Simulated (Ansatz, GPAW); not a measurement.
# STM contrast on 1T-SrClI bilayer, AA, part 3 of 3

What would a tunnelling microscope show on 1T-SrClI bilayer, AA?

GPAW 26.7.0 and Ansatz 0.2.0; Ansatz plane waves; layer without images along its normal, relaxation of atoms and in-plane cell, with D3(BJ) dispersion; PAW set soft_1 (the session's first sound run).

So far, upper work function (eV): step 3 (the slab's potential) 3.65.

### Step 4. A second plane-wave code

A second program with its own datasets checks the number independently.

This step: Ansatz plane waves; slab in vacuum with a dipole correction; PAW set soft_1 (Ansatz 0.2.0).

Contents of input.yaml:

```yaml
crystal:
  lattice:
    - [4.5435928819, 0.0, 0.0]
    - [-2.2717964409, 3.9348668602, 0.0]
    - [0.0, 0.0, 44.8299124135]
  atoms:
    - { symbol: I, position: [0.6666666667, 0.3333333333, 0.167325501] }
    - { symbol: Sr, position: [0.0, 0.0, 0.2104263387] }
    - { symbol: Cl, position: [0.3333333333, 0.6666666667, 0.2392727661] }
    - { symbol: I, position: [0.6666666667, 0.3333333333, 0.307378998] }
    - { symbol: Sr, position: [0.0, 0.0, 0.350396242] }
    - { symbol: Cl, position: [0.3333333333, 0.6666666667, 0.3796206165] }
kpoints:
  mp_grid: { grid: [9, 9, 1] }
hamiltonian:
  xc: pbe
  pseudopotentials: { kind: paw, azcp: { folder: soft_1 } }
scf:
  occupations: { method: fermi_dirac, width: 0.05 }
efield:
  axis: 3
  dipole_correction: true
  ramp_width: 0.05
output:
  forces: true
  write_potential: true
  write_density: true
  volumetric_format: npy
  elf: true
```

Launch:

```console
$ ansatz run input.yaml --threads 4 --pin off --max-ram 8192MiB --backend cpu --events-out ev --progress --plain --runs-dir out
```

Numbers of over 12 decimals in the logs are rounded to 6 here.

Output:

```text
[...]
Crystal: 6 atoms, lattice volume = 801.489 Å³
Basis set: ecut = 420 eV, 15719 PW (Γ), exchange–correlation on 64×64×600 points (8 copies of the dense FFT grid, shifted against one another)
Bands: 41, of which v1, the nominal top of the filled ones, is band 34 counted from 1 (33 counted from 0)
Symmetry: 6 space group operations
[...]
k-points: 12 of 81 (time reversal used)
[...]
SCF iter   1: F=—  HF=-24286.370822 eV  |F-HF|=—  |Δ(HF+E_count)|=         —  Δρ=1.10e-2  dr2=2.05e0  ethr=3.07e-3  p=-0.000 e·Å  D=-1.21e-7 V/Å  ΔV_dip=0.00 eV  dr2_dipole=4.30e-3  V_vac-E_F(+/−)=5.48/5.48 eV  ⟨swp⟩=1.0  Hψ=4877  notcnv=0
efield: sawtooth ramp at fractional position 0.7485 (placed from the atoms, in the widest stretch of the axis that holds none; the zero of the levels goes with the place), width 0.0500; the density the first Hamiltonian is built on has a dipole p = -0.000 e·Å; the dipole correction subtracts the counter field D = -1.21e-7 V/Å, which shifts the + side's vacuum level by +0.00 eV against the − side's; the planar-averaged density in the ramp window peaks in size at 1.9e-6 e/Å³
[...]
SCF iter   2: F=—  HF=-24285.863936 eV  |F-HF|=—  |Δ(HF+E_count)|=   5.07e-1  Δρ=4.40e-3  dr2=1.85e-1  ethr=3.01e-3  p=0.074 e·Å  D=1.67e-2 V/Å  ΔV_dip=-0.75 eV  dr2_dipole=3.55e-3  V_vac-E_F(+/−)=4.36/5.11 eV  ⟨swp⟩=3.8  Hψ=1437  notcnv=0  defer=18
[...]
SCF iter  10: F=-24285.927000 eV  HF=-24285.927000 eV  |F-HF|=4.47e-9  |Δ(HF+E_count)|=   3.40e-8  Δρ=8.32e-7  dr2=6.46e-9  ethr=1.47e-10  p=0.143 e·Å  D=3.23e-2 V/Å  ΔV_dip=-1.45 eV  dr2_dipole=1.07e-12  V_vac-E_F(+/−)=3.68/5.13 eV  ⟨swp⟩=26.9  Hψ=5164  notcnv=0
SCF 1 converged in 10 iterations: F = -24285.927000 eV  dr2 = 6.46e-9
[...]
WARN: The output density's exchange-correlation potential varies sharply where the density is thin. Do not read a vacuum level from v_tot or v_xc, or from such a field of the output density. On a cell that repeats whose density bears no net charge and no dipole along the vacuum's axis use v_es (v_loc + v_h of the components); under efield.dipole_correction with no amplitude use v_es + v_field, which holds any externa [...]
SCF converged after 10 iterations
Free energy (F): -24285.927000 eV
[...]
Internal energy: -24285.927000 eV  (E = F + TS)
E sigma→0 (E₀):  -24285.927000 eV
Fermi energy:    -1.560724 eV
Dipole field:    D = 0.032266 V/Å  (p = 0.142917 e·Å, saw-weighted, corrected)
Work function:   Φ+ = 3.6842 eV   Φ− = 5.1307 eV
Levels:          The Fermi level and band energies are counted from a zero that moves with the ramp; work functions are not
[...]
--- Forces (eV/Å), atoms counted from 1 ---
  atom   1  I     -0.00000000     0.00000000    -0.07380148
  atom   2  Sr     0.00000000    -0.00000000    -0.04976579
  atom   3  Cl    -0.00000000    -0.00000000    -0.00788445
  atom   4  I     -0.00000000     0.00000000     0.03195344
  atom   5  Sr    -0.00000000    -0.00000000     0.03866375
  atom   6  Cl     0.00000000    -0.00000000     0.06083767
  max |Σ_I F_I| component: 3.13e-6 eV/Å
--- Band table (eV; the first three rows and the last of 12) ---
  k-point 0: bands = [... 30 lower, -4.1575, -4.0024, -3.3718, -3.3718, 0.2573, 1.1755, 1.1778, 1.1778, ... 3 higher]
  k-point 1: bands = [... 30 lower, -4.2054, -3.9936, -3.5713, -3.4212, 0.4674, 0.9694, 1.3220, 1.3607, ... 3 higher]
  k-point 2: bands = [... 30 lower, -4.3163, -4.1137, -3.8634, -3.5366, 0.5969, 1.0360, 1.3801, 1.6396, ... 3 higher]
  k-point 11: bands = [... 30 lower, -4.7025, -4.3740, -4.2729, -3.9913, 1.1313, 1.3961, 1.8541, 1.9027, ... 3 higher]
```

The job ended after 12 s (4 threads of Intel Xeon Platinum 8488C (Sapphire Rapids), shared host; peak memory 1.4 GiB; 43 s of CPU time).

Reading the cycles: dr2 is the Hartree energy of the density residual (eV), the measure of convergence; HF is the Harris–Foulkes estimate of the energy, which meets the free energy F at convergence.

Numbers from this step:

* free energy: -24285.9270 eV
* gap on the k-mesh: 3.629 eV
* upper work function: 3.684 eV
* lower work function: 5.131 eV
* dipole along the normal: 0.1429 e·Å
* dipole field: 0.03227 V/Å
* vacuum level above: 2.123 eV
* vacuum level below: 3.570 eV

The electrostatic potential energy of an electron (with the applied field's), less the Fermi level, planar mean oscillates, so the rows of the table below give means over windows of 1 Å about each position, cut where the curve ends. Its maxima inside the range that stand out by 2 % of the span (Å: eV): 8.5: -1.37, 12.1: 3.77, 14.8: -2.17. Its minima: 7.9: -4.08, 9.4: -12.8, 14.2: -4.87, 15.7: -13.5.

Table of electrostatic potential energy of an electron (with the applied field's), less the Fermi level, planar mean by z; means over each step:

```
z (Å)  electrostatic potential energy of an electron (with the applied field's), less the Fermi level, planar mean (eV)
    0                                                                                                              5.13
    1                                                                                                              5.13
    2                                                                                                              5.13
    3                                                                                                              5.13
    4                                                                                                              5.13
    5                                                                                                              5.09
    6                                                                                                              4.36
    7                                                                                                             -1.54
    8                                                                                                             -3.28
    9                                                                                                             -7.06
   10                                                                                                             -7.24
   11                                                                                                             -1.97
   12                                                                                                              3.38
   13                                                                                                            -0.417
   14                                                                                                             -4.45
   15                                                                                                             -5.08
   16                                                                                                             -9.99
   17                                                                                                             -4.12
   18                                                                                                              1.98
   19                                                                                                              3.62
   20                                                                                                              3.68
   21                                                                                                              3.68
   22                                                                                                              3.68
   23                                                                                                              3.68
   24                                                                                                              3.68
   25                                                                                                              3.68
   26                                                                                                              3.68
   27                                                                                                              3.68
   28                                                                                                              3.68
   29                                                                                                              3.68
   30                                                                                                              3.68
   31                                                                                                              3.68
   32                                                                                                              3.68
   33                                                                                                              3.68
   34                                                                                                              3.97
   35                                                                                                              4.62
   36                                                                                                              5.10
   37                                                                                                              5.13
   38                                                                                                              5.13
   39                                                                                                              5.13
   40                                                                                                              5.13
   41                                                                                                              5.13
   42                                                                                                              5.13
   43                                                                                                              5.13
   44                                                                                                              5.13
```

The valence density, planar mean oscillates, so the rows of the table below give means over windows of 2.24 Å about each position, cut where the curve ends. Its maxima inside the range that stand out by 2 % of the span (Å: e/Å³): 7.5: 0.879, 9.7: 0.394, 13.7: 0.879, 15.8: 0.391. Its minima: 8.5: 0.185, 12.1: 0.0333, 14.8: 0.186.

The valence density, planar mean by z; means over each step:

```csv
z (Å),"valence density, planar mean (e/Å³)"
3.36,4.0e-5
5.60,0.0289
7.84,0.446
10.08,0.333
12.32,0.138
14.56,0.448
16.80,0.291
19.04,0.0117
21.28,9.0e-6
```

Force by atom:

| atom | x (eV/Å) | y (eV/Å) | z (eV/Å) | size |
| --- | --- | --- | --- | --- |
| I1 | 0.0000 | 0.0000 | -0.0738 | 0.0738 |
| Sr2 | 0.0000 | 0.0000 | -0.0498 | 0.0498 |
| Cl3 | 0.0000 | 0.0000 | -0.0079 | 0.0079 |
| I4 | 0.0000 | 0.0000 | 0.0320 | 0.0320 |
| Sr5 | 0.0000 | 0.0000 | 0.0387 | 0.0387 |
| Cl6 | 0.0000 | 0.0000 | 0.0608 | 0.0608 |

Electrostatic potential energy in the ca plane at fractional y = 0.000, with atoms of Sr within 0.2 Å of it. With pseudopotentials it is smooth inside the atoms' cores, unlike the true potential.

Ten even steps from '0' (-82 eV) to '9' (3 eV), each cell a mean:
```
99999999999999999999997300068999999999985000
99999999999999999999998732589999999999987424
99999999999999999999999888889999999999998878
99999999999999999999999999999999999999999999
99999999999999999999999999999999999999999999
99999999999999999999999999999999999999999999
99999999999999999999999999999999999999999999
99999999999999999999999999999999999999999999
99999999999999999999999988899999999999999888
99999999999999999999998866789999999999998766
99999999999999999999998400278999999999986101
99999999999999999999997200068999999999984000
```
Columns run along c (16.0 Å, from fractional 0.01 to 0.37 of the cell; values clipped at the 3rd and 97th percentile), rows up along a (4.5 Å). Atoms in or near the plane, at fractional coordinates: Sr at (0.21, 0.00), Sr at (0.35, 0.00).

Valence density in the ca plane at fractional y = 0.000, with atoms of Sr within 0.2 Å of it. It is the smooth field of the valence electrons, not physical close to the nuclei.

Values in e/Å³, 7 rows by 16 columns, each cell a mean:
```
0.0 0.0 0.0 0.0 0.0 0.0 0.0 0.1 1.3 2.0 0.2 0.0 0.0 0.0 0.7 2.2
0.0 0.0 0.0 0.0 0.0 0.0 0.0 0.1 0.3 0.4 0.1 0.0 0.0 0.1 0.2 0.5
0.0 0.0 0.0 0.0 0.0 0.0 0.1 0.2 0.1 0.1 0.1 0.0 0.1 0.2 0.1 0.1
0.0 0.0 0.0 0.0 0.0 0.0 0.1 0.2 0.1 0.1 0.1 0.1 0.1 0.2 0.1 0.1
0.0 0.0 0.0 0.0 0.0 0.0 0.1 0.1 0.1 0.1 0.1 0.0 0.1 0.1 0.1 0.1
0.0 0.0 0.0 0.0 0.0 0.0 0.0 0.1 0.5 0.8 0.1 0.0 0.0 0.1 0.3 1.0
0.0 0.0 0.0 0.0 0.0 0.0 0.0 0.1 1.6 2.1 0.2 0.0 0.0 0.0 0.8 2.3
```
Columns run along c (16.0 Å, from fractional 0.01 to 0.37 of the cell), rows up along a (4.5 Å). Atoms in or near the plane, at fractional coordinates: Sr at (0.21, 0.00), Sr at (0.35, 0.00).

ELF in the ca plane at fractional y = 0.000, with atoms of Sr within 0.2 Å of it. It is the smooth field of the valence electrons, not physical close to the nuclei.

Ten even steps from '0' (0.00) to '9' (0.84), each cell a mean:
```
00000000000000000000017964894000000000059747
00000000000000000011003899971000000111027999
00000000000000001345421366410110001344212565
00000000000000124678762000013430004678741000
00000000000000246788886200256641015888873101
00000000000001247899987311367751016899885102
00000000000000246889987300367751015889874101
00000000000000135788874100135541014788852000
00000000000000013466641123101210002566521232
00000000000000000122202699840000001222115898
00000000000000000000006988993000000000049989
00000000000000000000018931795000000000069615
```
Columns run along c (16.0 Å, from fractional 0.01 to 0.37 of the cell), rows up along a (4.5 Å). Atoms in or near the plane, at fractional coordinates: Sr at (0.21, 0.00), Sr at (0.35, 0.00).

In a gap the Fermi level hangs on smearing and numerics, so the band edges are what compares: from the upper vacuum level Ansatz gives an ionisation energy of 5.50 eV and an affinity of 1.87 eV, GPAW 5.49 and 1.86 eV.

### Step 5. Side by side

Results and costs are gathered.

This step: comparison of work functions, dipole and cost; PAW set soft_1 (GPAW 26.7.0).

Ladder, by row:

```csv
step,code,"work function, upper (eV)","work function, lower (eV)",dipole (e Å),wall time (s),peak memory (GiB),threads
pw,GPAW,3.653,5.11,0.1441,232.4,0.73,1
ansatz,Ansatz,3.684,5.131,0.1429,11.63,1.369,4
```

### Step 6. A changed run

One more run, with changed settings.

This step: GPAW, PAW setups; slab in vacuum (GPAW 26.7.0).

Contents of run.py:

```python
import json
import numpy as np
from ase import Atoms
from gpaw import GPAW

slab = Atoms(
    ['I', 'Sr', 'Cl', 'I', 'Sr', 'Cl'],
    positions=[
        [2.27180, 1.31162, 7.00000],
        [0.00000, 0.00000, 8.93221],
        [-0.00000, 2.62324, 10.22539],
        [2.27180, 1.31162, 13.27859],
        [0.00000, -0.00000, 15.20705],
        [-0.00000, 2.62324, 16.51717]],
    cell=[[4.54359, 0.0, -0.0], [-2.2718, 3.93487, 0.0], [-0.0, 0.0, 23.5172]],
    pbc=[True, True, False])

slab.calc = GPAW(mode='fd', h=0.4, xc='PBE', kpts={'size': (9, 9, 1), 'gamma': True},
                 occupations={'name': 'fermi-dirac', 'width': 0.05}, nbands='160%',
                 convergence={'density': 1e-05}, maxiter=50,
                 poissonsolver={'dipolelayer': 'xy'},
                 symmetry={'tolerance': 1e-3}, txt='slab.txt')
result = {}
energy = slab.get_potential_energy()
fermi = slab.calc.get_fermi_level()
v = slab.calc.get_electrostatic_potential().mean((0, 1)) - fermi
n = slab.calc.get_pseudo_density().mean((0, 1))
L = slab.cell[2, 2]
z = np.arange(len(v)) * L / len(v)
low, high = slab.positions[:, 2].min(), slab.positions[:, 2].max()
below, above = np.interp([low - 4.8, high + 4.8], z, v)
slopes = [np.interp(x, z, np.gradient(v, z)) for x in (low - 4.8, high + 4.8)]
eps = np.array([[slab.calc.get_eigenvalues(k, s) for k in range(len(slab.calc.get_ibz_k_points()))]
                for s in range(slab.calc.get_number_of_spins())]) - fermi
top, bottom = eps[eps < 0].max(), eps[eps > 0].min()
dipole = slab.get_dipole_moment()[2]
print(f'energy {energy:.4f} eV, Fermi level {fermi:.4f} eV, dipole {dipole:.5f} e A')
print(f'potential 4.8 A off the faces, from the Fermi level: lower {below:.4f} eV, upper {above:.4f} eV')
print(f'slope of the potential there: lower {slopes[0]:.5f}, upper {slopes[1]:.5f} eV/A')
print(f'nearest levels on the mesh: {top:.4f} and {bottom:.4f} eV')
print('magnetic moment', round(slab.get_magnetic_moment(), 3))
result.update(energy=energy, fermi=fermi, dipole=dipole, below=below, above=above, slopes=slopes, edges=[top, bottom],
              z=z.tolist(), v=v.tolist(), n=n.tolist(), positions=slab.positions.tolist(),
              forces=slab.get_forces(apply_constraint=False).tolist(), moments=slab.get_magnetic_moments().tolist())
json.dump(result, open('result.json', 'w'))
```

Launch:

```console
$ OMP_NUM_THREADS=1 OPENBLAS_NUM_THREADS=1 python run.py
```

Output:

```text
energy -11.8312 eV, Fermi level -4.5483 eV, dipole 0.06032 e A
potential 4.8 A off the faces, from the Fermi level: lower 4.8536 eV, upper 4.2431 eV
slope of the potential there: lower -0.00008, upper 0.00003 eV/A
nearest levels on the mesh: -2.1237 and 1.9869 eV
magnetic moment 0.0
```

Elapsed: 20 s, on 1 thread; peak memory 0.17 GiB.

The run finished. A setting was moved off its sound value on purpose, so it serves as a test and not as the result.

The fault put into the input: a grid far too coarse (mode = "fd" and h = 0.4).

The two runs compared:

```csv
quantity,this run,sound run,difference
dipole along the normal (e·Å),0.060322,0.14415,-0.0838
upper work function (eV),4.2431,3.6529,0.590
lower work function (eV),4.8536,5.1100,-0.256
upper ionisation energy (eV),6.3668,5.4919,0.875
```

One result that differs is the dipole along the normal, 0.0603 e·Å against 0.144 e·Å.

### Step 7. Outcome

| Item | Value |
| --- | --- |
| work function, upper and lower face (Fermi level placed in the gap by the smearing) | 3.653 and 5.110 eV |
| ionisation energy from the upper face (highest filled level on the mesh) | 5.49 eV |
| electron affinity from the upper face (lowest empty Kohn-Sham level on the mesh) | 1.86 eV |
| dipole along the normal | 0.144 e Å |

What this shows: With plane waves and PBE the ionisation energy from the upper face is 5.49 eV and the Kohn-Sham electron affinity 1.86 eV. The two faces differ by 1.5 eV, the step that the slab's dipole makes (e p/(ε0 A) gives 1.5 eV), so the dipole layer is needed. The levels nearest the Fermi level on the mesh lie 3.63 eV apart, so the slab is gapped there: the smearing puts the Fermi level inside the gap, and from either face the ionisation energy is the work function plus 1.8 eV. Both are Kohn-Sham levels on the mesh, and semilocal gaps are too small, so the affinity tends to come out too large and the ionisation energy too small. The starting lattice was a guess from atomic radii; the relaxation moved it by 7 %. The layers' spacing was relaxed with a D3(BJ) dispersion term, which the later single points do not need. With elements this heavy, spin-orbit coupling can move band edges by tenths of an eV. The layer's cell and atoms come from the relaxation; spin-orbit coupling and temperature are left out.

[Logs are printed without paths, hosts, clocks, repeated set-up lines and the standing remarks that a program may print on its own settings, such as how far it seeks lower states.]

[Hosts, paths, dates, database ids (printed as entryN), source tags and the programs' standing remarks are cut or masked in the printed files.]
